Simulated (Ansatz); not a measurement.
## Generalised stacking fault on (111) (glide set) of a Ge-Sn solid solution (48 atoms): a reference run and its variants

The cell holds 48 atoms: 34 Ge and 14 Sn. Its edges and angles: a = 8.334 Å, b = 7.218 Å, c = 20.526 Å, α = 90.0°, β = 88.1°, γ = 90.0°. It derives from Ge and Sn. Diamond-structure Ge (a = 5.8932 Å), cell with z along [111], 2 x 1 x 2 periods; the third cell vector is tilted by 0.167 of 1/2[1-10] and lengthened by 0.1 Å, so the cell holds one fault (glide set); displaced by a Gaussian of 0.01 Å; 14 of 48 Ge sites given to Sn at random (lattice constant by Vegard's rule between Ge and Sn).

Geometry: as built.

Reference run: Kohn-Sham DFT, PBE, PAW (set soft_2), plane waves (Ansatz 0.2.0), cutoff 420 eV, k-mesh 2×2×1, fermi-dirac smearing of 0.025 eV.

| Property | Result |
| --- | --- |
| r.m.s. force component | 2.354 eV/Å |
| pressure | 7.747 GPa |
| spacing of highest filled and lowest empty level | 0.0804 eV |
| SCF cycles | 9 |
| time | 88 s on 4 threads of Arm Neoverse V2, shared host |

**Question.** The same geometry is run again with each of these changes. How far do the results move, and how long does each run take?
- support functions medium
- support functions low
- support functions high
- support functions medium, spacing 0.297 Å
- support functions medium, spacing 0.263 Å
- support functions medium, spacing 0.206 Å
- support functions medium, spacing 0.183 Å
- scf.mixing.algorithm = "msr1", scf.mixing.beta = 0.05 and scf.mixing.ndim = 8

Each row is set against the plane-wave reference (Kohn-Sham DFT, PBE, PAW (set soft_2), plane waves; r.m.s. force component 2.35 eV/Å). Energies are set beside the reference only for runs with its functional, potentials and electron count. Times are for 4 threads of Arm Neoverse V2, shared host. The reference's time includes the DOS, ELF, the stress and grids, which some other runs skip.

| run | Δ force, r.m.s. (meV/Å) | share of r.m.s. force (%) | Δ energy (meV/atom) | Δ pressure (GPa) | cycles | time | host memory (GiB) |
| --- | --- | --- | --- | --- | --- | --- | --- |
| reference | - | - | - | - | 9 | 88 s | 5.4 |
| support functions medium | 1.16 | 0.0495 | -1.45 | - | 17 | 2.4 min | 3.4 |
| support functions low | 1.17 | 0.0495 | -1.45 | - | 16 | 2.2 min | 3.4 |
| support functions high | 3.03 | 0.129 | -1.48 | - | 20 | 7 min | 5.9 |
| support functions medium, spacing 0.297 Å | 5.1 | 0.217 | -3.91 | - | 17 | 93 s | 2.3 |
| support functions medium, spacing 0.263 Å | 0.892 | 0.0379 | -1.81 | - | 18 | 1.7 min | 2.7 |
| support functions medium, spacing 0.206 Å | 2.44 | 0.103 | -1.47 | - | 18 | 2.5 min | 3.6 |
| support functions medium, spacing 0.183 Å | 2.90 | 0.123 | -1.48 | - | 17 | 2.9 min | 4.3 |
| scf.mixing.algorithm = "msr1", scf.mixing.beta = 0.05 and scf.mixing.ndim = 8 | 0.005 | 2.0e-4 | 0 | 0 | 11 | 79 s | 5.4 |

Among numerical settings the force difference runs from 0.005 meV/Å (scf.mixing.algorithm = "msr1", scf.mixing.beta = 0.05 and scf.mixing.ndim = 8) to 5.1 meV/Å (support functions medium, spacing 0.297 Å). At 48 atoms the fastest of the runs at a preset level, support functions low, takes roughly 1.5 times the time of plane waves (whose run also made extra analyses), in 16 SCF cycles against 9. Differences between support functions and plane waves include what basis error the plane-wave run still has. As the typed spacing goes from 0.183 to 0.297 Å, the force difference goes from 2.9 to 5.1 meV/Å (not steadily; the least is 0.89 at 0.263 Å), and the time from 2.9 min to 93 s. 

[Hosts, paths, dates, database ids (printed as entryN), source tags and the programs' standing remarks are cut or masked in the printed files.]
